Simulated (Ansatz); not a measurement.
# SiC (Moissanite 3C, F-43m): zone-centre modes against carrier density

Aim: how far do free carriers move the optical modes of SiC (Moissanite 3C, F-43m)?

Calculated with Ansatz 0.2.0; DFT LDA, scalar-relativistic, plane waves, PAW; PAW set soft_1.

## 1. Starting point

It takes space group F-43m (No. 216, cubic). Conventional cell: a = 4.358 Å, b = 4.358 Å, c = 4.358 Å, α = 90.00°, β = 90.00°, γ = 90.00°. Nearest to C lie 4 Si at 1.89 Å. Nearest to Si lie 4 C at 1.89 Å. Farther neighbours are not listed.

## 2. Relaxation

The cell and atoms are relaxed, since residual forces and stress would shift the frequencies.

The input, input.yaml:

```yaml
crystal:
  lattice:
    - [0.0, 2.179, 2.179]
    - [2.179, 0.0, 2.179]
    - [2.179, 2.179, 0.0]
  atoms:
    - { symbol: C, position: [0.75, 0.75, 0.75] }
    - { symbol: Si, position: [0.0, 0.0, 0.0] }
kpoints:
  mp_grid: { grid: [10, 10, 10] }
hamiltonian:
  xc: lda
  pseudopotentials: { kind: paw, azcp: { folder: soft_1 }, xc_functional: pbe }
scf:
  occupations: { method: gaussian, width: 0.02 }
output:
  forces: true
  stress: true
  eigenvalues: true
  write_density: true
  write_potential: true
  elf: true
  volumetric_format: npy
relax:
  adjacent_minimum: "off"
  f_tol: 0.005
  max_steps: 80
  cell: { stress_tol: 0.05 }
```

Launch:

```
$ ansatz run input.yaml --threads 4 --pin off --max-ram 16384MiB --backend cpu --events-out ev --progress --plain --runs-dir out
```

Numbers of over 12 decimals in the logs are rounded to 6 here.

Log:

```text
Engine: ansatz 0.2.0, aarch64-unknown-linux-gnu
Pseudopotentials: kind: paw
Pseudopotential: C, paw, valence charge 4, recommended cutoff 420 eV (normal), soft_1/C.paw.azcp
Pseudopotential: Si, paw, valence charge 4, recommended cutoff 420 eV (normal), soft_1/Si.paw.azcp
Functional definition: SPW92
  exchange = slater_x
  correlation = pw_c
Crystal: 2 atoms, lattice volume = 20.692 Å³
Basis set: ecut = 420 eV, 411 PW (Γ)
Bands: 8, of which v1, the nominal top of the filled ones, is band 4 counted from 1 (3 counted from 0)
Symmetry: 24 space group operations
Space group: F-43m (ITA 216), of the structure as read, at distance tolerance 2.7e-5 Å
k-points: 47 of 1000 (time reversal used)
Non-local potential: C, projectors of the file, l = 0: 2, l = 1: 2, l = 2: 1
Non-local potential: Si, projectors of the file, l = 0: 2, l = 1: 2, l = 2: 1
PAW form: soft (Blöchl's): semilocal exchange-correlation on the pseudo side does not see the compensation charge
PAW frozen core: C, regenerated for the run's functional, and the local potential with it (the file was generated under x = pbe(κ = 0.804, μ = 0.219515), c = pbe(β = 0.066725))
PAW frozen core: Si, regenerated for the run's functional, and the local potential with it (the file was generated under x = pbe(κ = 0.804, μ = 0.219515), c = pbe(β = 0.066725))
PAW one-centre angular grid: C, 110 points (default); XC on 64 Gauss nodes
PAW one-centre angular grid: Si, 110 points (default); XC on 64 Gauss nodes
Initial density: superposition of atomic densities (chi_scale 0.1, normalization cell, long waves kept (reshape's long-wave potential 0.00 eV rms))
Initial wavefunctions: pseudopotential atomic-orbital guess
Functional: x = slater, c = lda
SCF iter   1: F=—  HF=-853.735336 eV  |F-HF|=—  |Δ(HF+E_count)|=         —  Δρ=1.37e-1  dr2=4.76e0  ethr=3.10e-3  ⟨swp⟩=6.1  Hψ=3207  notcnv=0
preconditioner: auto → none  [insulator: Δε(μ)=3.327 eV  Ē_g=14.658 eV  σ=0.020 eV  W_gap=1.00  n_scr=0 (ndim 8)  ℏωp=23.1 eV  f_vac=0.000  D(μ)=0.00/eV (n_scr^D=0)  ε∞_Penn≈3.5]
SCF iter   2: F=—  HF=-852.310339 eV  |F-HF|=—  |Δ(HF+E_count)|=    1.42e0  Δρ=5.07e-2  dr2=3.54e-1  ethr=3.10e-3  ⟨swp⟩=3.1  Hψ=1305  notcnv=0
SCF iter   3: F=—  HF=-852.207830 eV  |F-HF|=—  |Δ(HF+E_count)|=   1.03e-1  Δρ=1.88e-2  dr2=3.86e-2  ethr=3.10e-3  ⟨swp⟩=2.3  Hψ=795  notcnv=0
SCF iter   4: F=—  HF=-852.199179 eV  |F-HF|=—  |Δ(HF+E_count)|=   8.65e-3  Δρ=1.34e-3  dr2=1.92e-4  ethr=4.82e-4  ⟨swp⟩=2.0  Hψ=561  notcnv=0
SCF iter   5: F=—  HF=-852.199252 eV  |F-HF|=—  |Δ(HF+E_count)|=   7.22e-5  Δρ=1.68e-4  dr2=1.88e-6  ethr=2.41e-6  ⟨swp⟩=2.4  Hψ=557  notcnv=0
SCF iter   6: F=—  HF=-852.199252 eV  |F-HF|=—  |Δ(HF+E_count)|=   2.36e-7  Δρ=3.53e-5  dr2=1.14e-7  ethr=1.25e-9  ⟨swp⟩=10.3  Hψ=2786  notcnv=0
SCF iter   7: F=-852.199252 eV  HF=-852.199252 eV  |F-HF|=4.22e-10  |Δ(HF+E_count)|=   2.86e-8  Δρ=5.35e-6  dr2=2.24e-9  ethr=1.25e-9  ⟨swp⟩=7.0  Hψ=1639  notcnv=0
SCF 1 converged in 7 iterations: F = -852.199252 eV  dr2 = 2.24e-9
  greatest PAW one-centre occupation: 0.639 electrons in one spin orbital (limit 2), on the C atom at site 0 (counted from 0), in its partial waves of l = 0
relax step   1: F+E_penalty+E_count = -852.19925176 eV  Δ(F+E_penalty+E_count) = +0.000e0 eV  max|allowed force component| = 3.701e-16 eV/Å  Δτ_max = 0.0000 Å  P = -4.419 GPa  Ω = 20.692 Å³  (7 SCF iters, dr2 threshold 1.00e-7 eV, accepted)
Crystal: 2 atoms, lattice volume = 20.475 Å³
Initial density: handed on by an earlier stage of this run
Initial wavefunctions: those handed on with the density
iter 1 solved again at ethr=2.35e-5 eV; its pass at ethr=3.10e-3 eV (dr2=1.88e-3 eV) is discarded
SCF iter   1: F=—  HF=-852.204584 eV  |F-HF|=—  |Δ(HF+E_count)|=         —  Δρ=2.69e-3  dr2=1.83e-3  ethr=2.35e-5  ⟨swp⟩=1.2  Hψ=3318  notcnv=0
preconditioner: auto → none  [insulator: Δε(μ)=1.345 eV  Ē_g=14.023 eV  σ=0.020 eV  W_gap=1.00  n_scr=0 (ndim 8)  ℏωp=23.2 eV  f_vac=0.000  D(μ)=0.00/eV (n_scr^D=0)  ε∞_Penn≈3.7]
SCF iter   2: F=—  HF=-852.204006 eV  |F-HF|=—  |Δ(HF+E_count)|=   5.78e-4  Δρ=7.58e-4  dr2=1.01e-4  ethr=2.29e-5  ⟨swp⟩=2.5  Hψ=729  notcnv=0
SCF iter   3: F=—  HF=-852.203972 eV  |F-HF|=—  |Δ(HF+E_count)|=   3.47e-5  Δρ=2.02e-4  dr2=7.12e-6  ethr=1.26e-6  ⟨swp⟩=2.6  Hψ=549  notcnv=0
SCF iter   4: F=-852.203968 eV  HF=-852.203968 eV  |F-HF|=2.13e-8  |Δ(HF+E_count)|=   3.32e-6  Δρ=2.20e-5  dr2=6.05e-8  ethr=2.50e-9  ⟨swp⟩=6.6  Hψ=2238  notcnv=0
SCF 2 converged in 4 iterations: F = -852.203968 eV  dr2 = 6.05e-8
  greatest PAW one-centre occupation: 0.641 electrons in one spin orbital (limit 2), on the C atom at site 0 (counted from 0), in its partial waves of l = 0
relax step   2: F+E_penalty+E_count = -852.20396844 eV  Δ(F+E_penalty+E_count) = -4.717e-3 eV  max|allowed force component| = 7.401e-17 eV/Å  Δτ_max = 0.0000 Å  P = -2.105 GPa  Ω = 20.475 Å³  energy of the carried Pulay correction = +2.774e-4 eV  (4 SCF iters, dr2 threshold 2.00e-7 eV, accepted)
Crystal: 2 atoms, lattice volume = 20.281 Å³
iter 1 solved again at ethr=1.93e-5 eV; its pass at ethr=3.10e-3 eV (dr2=1.55e-3 eV) is discarded
SCF iter   1: F=—  HF=-852.205971 eV  |F-HF|=—  |Δ(HF+E_count)|=         —  Δρ=2.45e-3  dr2=1.51e-3  ethr=1.93e-5  ⟨swp⟩=1.2  Hψ=3285  notcnv=0
preconditioner: auto → none  [insulator: Δε(μ)=1.334 eV  Ē_g=14.110 eV  σ=0.020 eV  W_gap=1.00  n_scr=0 (ndim 8)  ℏωp=23.3 eV  f_vac=0.000  D(μ)=0.00/eV (n_scr^D=0)  ε∞_Penn≈3.7]
SCF iter   2: F=—  HF=-852.205493 eV  |F-HF|=—  |Δ(HF+E_count)|=   4.78e-4  Δρ=6.83e-4  dr2=7.97e-5  ethr=1.88e-5  ⟨swp⟩=2.5  Hψ=729  notcnv=0
SCF iter   3: F=—  HF=-852.205466 eV  |F-HF|=—  |Δ(HF+E_count)|=   2.72e-5  Δρ=1.87e-4  dr2=5.90e-6  ethr=9.96e-7  ⟨swp⟩=2.6  Hψ=548  notcnv=0
SCF iter   4: F=-852.205463 eV  HF=-852.205463 eV  |F-HF|=1.87e-8  |Δ(HF+E_count)|=   2.76e-6  Δρ=2.06e-5  dr2=5.33e-8  ethr=2.50e-9  ⟨swp⟩=6.4  Hψ=2138  notcnv=0
SCF 3 converged in 4 iterations: F = -852.205463 eV  dr2 = 5.33e-8
  greatest PAW one-centre occupation: 0.642 electrons in one spin orbital (limit 2), on the C atom at site 0 (counted from 0), in its partial waves of l = 0
relax step   3: F+E_penalty+E_count = -852.20546310 eV  Δ(F+E_penalty+E_count) = -1.495e-3 eV  max|allowed force component| = 1.203e-16 eV/Å  Δτ_max = 0.0000 Å  P = +0.062 GPa  Ω = 20.281 Å³  energy of the carried Pulay correction = +5.272e-4 eV  (4 SCF iters, dr2 threshold 2.00e-7 eV, accepted)
[...]
relax step   4: F+E_penalty+E_count = -852.20545710 eV  Δ(F+E_penalty+E_count) = +5.994e-6 eV  max|allowed force component| = 9.946e-17 eV/Å  Δτ_max = 0.0000 Å  P = +0.000 GPa  Ω = 20.286 Å³  energy of the carried Pulay correction = +5.201e-4 eV  (3 SCF iters, dr2 threshold 9.49e-9 eV, accepted)
Initial wavefunctions: pseudopotential atomic-orbital guess (no wavefunctions were taken with the density)
iter 1 solved again at ethr=1.23e-7 eV; its pass at ethr=3.10e-3 eV (dr2=9.87e-6 eV) is discarded
SCF iter   1: F=—  HF=-852.204955 eV  |F-HF|=—  |Δ(HF+E_count)|=         —  Δρ=6.28e-5  dr2=1.06e-7  ethr=1.23e-7  ⟨swp⟩=3.1  Hψ=4431  notcnv=0
preconditioner: auto → none  [insulator: Δε(μ)=1.301 eV  Ē_g=14.096 eV  σ=0.020 eV  W_gap=1.00  n_scr=0 (ndim 8)  ℏωp=23.3 eV  f_vac=0.000  D(μ)=0.00/eV (n_scr^D=0)  ε∞_Penn≈3.7]
SCF iter   2: F=—  HF=-852.204955 eV  |F-HF|=—  |Δ(HF+E_count)|=   2.25e-7  Δρ=3.11e-5  dr2=2.49e-8  ethr=1.32e-9  ⟨swp⟩=2.3  Hψ=558  notcnv=0
SCF iter   3: F=—  HF=-852.204955 eV  |F-HF|=—  |Δ(HF+E_count)|=   2.85e-8  Δρ=7.70e-6  dr2=5.09e-9  ethr=3.11e-10  ⟨swp⟩=2.0  Hψ=537  notcnv=0
SCF iter   4: F=-852.204955 eV  HF=-852.204955 eV  |F-HF|=9.09e-13  |Δ(HF+E_count)|=  1.97e-10  Δρ=5.50e-7  dr2=1.79e-11  ethr=1.00e-12  ⟨swp⟩=4.9  Hψ=1814  notcnv=0
SCF 5 converged in 4 iterations: F = -852.204955 eV  dr2 = 1.79e-11
relax step   5: F+E_penalty+E_count = -852.20495544 eV  Δ(F+E_penalty+E_count) = +5.017e-4 eV  max|allowed force component| = 7.170e-17 eV/Å  Δτ_max = 0.0000 Å  P = -0.041 GPa  Ω = 20.286 Å³  stress off target by 4.06e-2 GPa  SCF on the basis re-selected at this cell (its energy is not comparable with the rows above)  (4 SCF iters)
basis re-selected at this cell: Δ(F+E_penalty+E_count) = +5.017e-4 eV, ΔP = -0.041 GPa vs the last step (what re-selecting the basis moved, of the pressure what is left beyond the Pulay correction that the steps carried, after the strain that the cell walked since its last selection, with what the two solves' SCF thresholds leave and, on support functions, any second-order correction that the steps lacked; it is no m [...]
SCF converged after 4 iterations
Free energy (F): -852.204955 eV
Harris-Foulkes:  -852.204955 eV  (|F-HF|=9.09e-13)
Internal energy: -852.204955 eV  (E = F + TS)
E sigma→0 (E₀):  -852.204955 eV
Fermi energy:    10.146731 eV
--- Per-component energies (eV) ---
  E_band       = 28.623212
  E_kinetic    = 134.314714
  E_local      = -95.856424  (includes V_loc(G=0)·N_el)
  E_nonlocal   = 47.391120
  E_hartree    = 31.336274
  E_xc         = -105.209988
  E_vxc        = -109.124426  (∫ρ·V_xc dr)
  E_paw        = -577.657827  (= ΣΔE_a)
  E_vpaw       = -10.774355  (= ΣTr[D̂ρ^β])
  E_aug_tail   = 0.000048  (compensation charges beyond the density's cutoff)
  E_ewald      = -286.670034
  E_core_change = 0.147163  (= ΣΔE_core)
  E_smearing   = -0.000000  (= −TS)
  E_closure    = 0.000000  (closes the sum)
  Σ components = -852.204955   (vs F -852.204955, Δ=0.00e0)
--- Forces (eV/Å), atoms counted from 1 ---
  atom   1  C      0.00000000    -0.00000000    -0.00000000
  atom   2  Si    -0.00000000    -0.00000000     0.00000000
  max |Σ_I F_I| component: 1.25e-16 eV/Å
--- Stress (GPa, compression-positive) ---
       -0.040648       0.000000       0.000000
       -0.000000      -0.040648       0.000000
        0.000000       0.000000      -0.040648
  P = ⅓ Tr σ = -0.0406 GPa (-0.406 kbar)
--- Band table (eV; the first three rows and the last of 47) ---
  k-point 0: bands = ["-5.9834", "9.4964", "9.4964", "9.4964", "15.9893", "16.8289", "16.8289", "16.8289"]
  k-point 1: bands = ["-5.7843", "8.4950", "9.3614", "9.3614", "16.1727", "17.0735", "17.0735", "17.1538"]
  k-point 2: bands = ["-5.1953", "6.3654", "9.0513", "9.0513", "15.8219", "17.4293", "17.4293", "18.3660"]
  k-point 46: bands = ["-0.5599", "2.3083", "4.5896", "4.8244", "14.1450", "17.5559", "19.5945", "20.7197"]
--- Relaxed structure (4 steps of the walk, 4 accepted, 1 SCFs on fresh bases) ---
  F+E_penalty+E_count = -852.20495544 eV   max|allowed force component| = 7.170e-17 eV/Å   (the final SCF, on the basis selected at the relaxed cell)
  cell:  # Å, volume = 20.2862 Å³
    - [0, 2.164662, 2.164662]
    - [2.164662, 0, 2.164662]
    - [2.164662, 2.164662, 0]
  atoms:
    - { symbol: C, position: [0.75, 0.75, 0.75] }
    - { symbol: Si, position: [0, 0, 0] }
```

Wall time 2.2 s (4 threads of Arm Neoverse V1, shared host); peak memory 0.28 GiB; 7.4 s of CPU time.

Relaxation path:

```csv
step,energy less that of the first step (eV),largest force component (eV/Å),pressure (GPa),volume (Å³)
1,0.0000,0.0000,-4.42,20.69
2,-0.0047,0.0000,-2.11,20.47
3,-0.0062,0.0000,0.06,20.28
4,-0.0062,0.0000,0.00,20.29
5*,-0.0057,0.0000,-0.04,20.29
```

Relaxation steps marked * repeat the geometry before them on a plane-wave basis chosen anew for their cell, so energy and pressure can jump there.

The run keeps the 24 symmetry operations that it works with, so distortions that break them were not tested.

```csv
"conventional cell, symmetrised",before,after,change
a (Å),4.358,4.329,-0.7 %
b (Å),4.358,4.329,-0.7 %
c (Å),4.358,4.329,-0.7 %
volume (Å³/atom),10.35,10.14,-2.0 %
```

Final coordinates:

```
C Si
1.0
     0.00000    2.16466    2.16466
     2.16466    0.00000    2.16466
     2.16466    2.16466    0.00000
C Si
1 1
Direct
  0.75000 0.75000 0.75000
  0.00000 0.00000 0.00000
```

This step gave:

| Quantity | Value |
| --- | --- |
| pressure | -0.04065 GPa |
| gap on the k-mesh | 1.301 eV |
| volume per atom | 10.14 Å³ |

ELF in the ac plane of a cell with a along [110], b along [-110] and c along [001] of the cube at fractional y = 0.500, with atoms of C and Si within 0.2 Å of it. It is the smooth field of the valence electrons, not physical close to the nuclei.

Values, 7 rows by 16 columns, each cell a mean:
```
0.70 0.63 0.39 0.12 0.07 0.26 0.55 0.69 0.70 0.63 0.39 0.12 0.07 0.26 0.55 0.69
0.21 0.63 0.73 0.46 0.35 0.65 0.74 0.37 0.21 0.63 0.73 0.46 0.35 0.65 0.74 0.37
0.64 0.85 0.87 0.53 0.38 0.77 0.89 0.73 0.64 0.85 0.87 0.53 0.38 0.77 0.89 0.73
0.54 0.60 0.45 0.28 0.30 0.34 0.58 0.57 0.54 0.60 0.45 0.28 0.30 0.34 0.58 0.57
0.10 0.18 0.27 0.34 0.35 0.30 0.22 0.13 0.10 0.18 0.27 0.34 0.35 0.30 0.22 0.13
0.07 0.08 0.14 0.20 0.22 0.17 0.10 0.07 0.07 0.08 0.14 0.20 0.22 0.17 0.10 0.07
0.39 0.25 0.09 0.04 0.04 0.06 0.17 0.34 0.39 0.25 0.09 0.04 0.04 0.06 0.17 0.34
```
Columns run along a (6.1 Å), rows up along c (4.3 Å), edges of the conventional cell, whose origin can differ from the input's. Atoms in or near the plane, at fractional coordinates: C at (0.50, 0.75), C at (0.00, 0.75), Si at (0.75, 0.50), Si at (0.25, 0.50).

Electrostatic potential energy in the ac plane of a cell with a along [110], b along [-110] and c along [001] of the cube at fractional y = 0.500, with atoms of C and Si within 0.2 Å of it. With pseudopotentials it is smooth inside the atoms' cores, unlike the true potential.

Ten even steps from '_' (-43 eV) to '@' (13 eV), each cell a mean:
```
%%@@@@@@@@@@@@@@%%%%@@@@@@@@@@@@%%
::**@@@@@@@@@@**::==%%@@@@@@@@%%==
__::%%@@@@@@%%::____**@@@@@@@@++__
__==##****####--__..**##****##**..
++##**------**##++**##==----==##**
@@%%====%%====%%@@%%**--##**--##@@
@@%%++--++--++%%@@@@##--++==--##@@
@@@@##==--==##@@@@@@%%++----**%%@@
@@@@@@%%##%%@@@@@@@@@@%%%%%%%%@@@@
@@@@@@@@@@@@@@@@@@@@@@@@@@@@@@@@@@
@@@@@@@@@@@@@@@@@@@@@@@@@@@@@@@@@@
@@@@@@@@@@@@@@@@@@@@@@@@@@@@@@@@@@
```
Columns run along a (6.1 Å; values clipped at the 3rd and 97th percentile), rows up along c (4.3 Å), edges of the conventional cell, whose origin can differ from the input's. Atoms in or near the plane, at fractional coordinates: C at (0.50, 0.75), C at (0.00, 0.75), Si at (0.75, 0.50), Si at (0.25, 0.50).

Valence density in the ac plane of a cell with a along [110], b along [-110] and c along [001] of the cube at fractional y = 0.500, with atoms of C and Si within 0.2 Å of it. It is the smooth field of the valence electrons, not physical close to the nuclei.

Ten even steps from '_' (0.1 e/Å³) to '@' (1.7 e/Å³), each cell a mean:
```
--::..______..::----..________..--
%%++::______::++%%##--..____..--##
@@%%==......==%%@@@@**::....::**@@
@@%%++::..::++%%@@@@**--::::--##@@
**++==::..::==++****++--....--++**
::::::..__..::::::::::::____::::::
__....______....__......____....__
____..........________........____
______......____________....______
__________________________________
__________________________________
..______________....____________..
```
Columns run along a (6.1 Å), rows up along c (4.3 Å), edges of the conventional cell, whose origin can differ from the input's. Atoms in or near the plane, at fractional coordinates: C at (0.50, 0.75), C at (0.00, 0.75), Si at (0.75, 0.50), Si at (0.25, 0.50).

In this step the volume went from 10.35 to 10.14 Å³/atom.

## 3. Tight relaxation

Phonons need small forces and stress, so the relaxation is finished with tight tolerances on 12×12×12 k points.

The input, input.yaml:

```yaml
crystal:
  lattice:
    - [0.0, 2.1646624425, 2.1646624425]
    - [2.1646624425, 0.0, 2.1646624425]
    - [2.1646624425, 2.1646624425, 0.0]
  atoms:
    - { symbol: C, position: [0.75, 0.75, 0.75] }
    - { symbol: Si, position: [0.0, 0.0, 0.0] }
kpoints:
  mp_grid: { grid: [12, 12, 12] }
hamiltonian:
  xc: lda
  pseudopotentials: { kind: paw, azcp: { folder: soft_1 }, xc_functional: pbe }
scf:
  occupations: { method: fixed }
output:
  forces: true
  stress: true
  eigenvalues: true
relax:
  adjacent_minimum: "off"
  f_tol: 0.001
  max_steps: 60
  cell: { stress_tol: 0.01 }
```

Log:

```text
[...]
Crystal: 2 atoms, lattice volume = 20.286 Å³
Basis set: ecut = 420 eV, 411 PW (Γ)
Bands: 8, of which v1, the nominal top of the filled ones, is band 4 counted from 1 (3 counted from 0)
Symmetry: 24 space group operations
[...]
k-points: 72 of 1728 (time reversal used)
[...]
0.000000       0.000000      -0.000044
  P = ⅓ Tr σ = -0.0000 GPa (-0.000 kbar)
--- Band table (eV; the first three rows and the last of 72) ---
[...]
--- Relaxed structure (3 steps of the walk, 3 accepted, 1 SCFs on fresh bases) ---
[...]
cell:  # Å, volume = 20.2826 Å³
    - [0, 2.164534, 2.164534]
    - [2.164534, 0, 2.164534]
    - [2.164534, 2.164534, 0]
  atoms:
    - { symbol: C, position: [0.75, 0.75, 0.75] }
    - { symbol: Si, position: [0, 0, 0] }
[key lines of the parts left out:]
SCF converged after 4 iterations
Free energy (F): -852.205128 eV
Fermi energy:    9.498478 eV
```

Elapsed: 2.2 s, on 4 threads; peak memory 0.28 GiB.

Little changed from the start: no atom moved by 0.005 Å and no cell edge by 0.1 %.

Numbers from this step:

```yaml
pressure: -4.44e-5 GPa
```

The forces vanish by symmetry and the pressure is 0.000 GPa, within the tolerances set. The cell now holds 10.14 Å³/atom.

## 4. Ground state of a member: no carriers

The cell of the neutral crystal is kept with no carriers. The bands are sampled on 36×36×36 points with Fermi-Dirac filling of 0.03 eV.

input.yaml, the sections that differ from step 3:

```yaml
crystal:
  lattice:
    - [0.0, 2.1645341292, 2.1645341292]
    - [2.1645341292, 0.0, 2.1645341292]
    - [2.1645341292, 2.1645341292, 0.0]
  atoms:
    - { symbol: C, position: [0.75, 0.75, 0.75] }
    - { symbol: Si, position: [0.0, 0.0, 0.0] }
kpoints:
  mp_grid: { grid: [36, 36, 36] }
scf:
  occupations: { method: fermi_dirac, width: 0.03 }
# hamiltonian, output: as in step 3
# relax: removed
```

Log:

```text
[...]
Crystal: 2 atoms, lattice volume = 20.283 Å³
Basis set: ecut = 420 eV, 411 PW (Γ)
Bands: 8, of which v1, the nominal top of the filled ones, is band 4 counted from 1 (3 counted from 0)
Symmetry: 24 space group operations
[...]
k-points: 1240 of 46656 (time reversal used)
[...]
SCF iter   1: F=—  HF=-853.799643 eV  |F-HF|=—  |Δ(HF+E_count)|=         —  Δρ=1.41e-1  dr2=4.89e0  ethr=3.10e-3  ⟨swp⟩=6.1  Hψ=85342  notcnv=0
[...]
SCF iter   7: F=-852.205144 eV  HF=-852.205144 eV  |F-HF|=2.38e-10  |Δ(HF+E_count)|=   2.28e-8  Δρ=4.52e-6  dr2=1.53e-9  ethr=1.13e-9  ⟨swp⟩=3.0  Hψ=34207  notcnv=0
SCF 1 converged in 7 iterations: F = -852.205144 eV  dr2 = 1.53e-9
[...]
SCF converged after 7 iterations
Free energy (F): -852.205144 eV
[...]
Internal energy: -852.205144 eV  (E = F + TS)
E sigma→0 (E₀):  -852.205144 eV
Fermi energy:    10.185167 eV
[...]
--- Stress (GPa, compression-positive) ---
       -0.000313      -0.000000      -0.000000
       -0.000000      -0.000313       0.000000
       -0.000000       0.000000      -0.000313
  P = ⅓ Tr σ = -0.0003 GPa (-0.003 kbar)
--- Band table (eV; the first three rows and the last of 1240) ---
[...]
```

It took 8.1 s on 4 threads; peak memory 0.59 GiB.

Reading the cycles: dr2 is the Hartree energy of the density residual (eV), the measure of convergence; HF is the Harris–Foulkes estimate of the energy, which meets the free energy F at convergence.

The forces vanish by symmetry.

[end of part 1 of 2]

[Logs are printed without paths, hosts, clocks, repeated set-up lines and the standing remarks that a program may print on its own settings, such as how far it seeks lower states.]

[Hosts, paths, dates, database ids (printed as entryN), source tags and the programs' standing remarks are cut or masked in the printed files.]
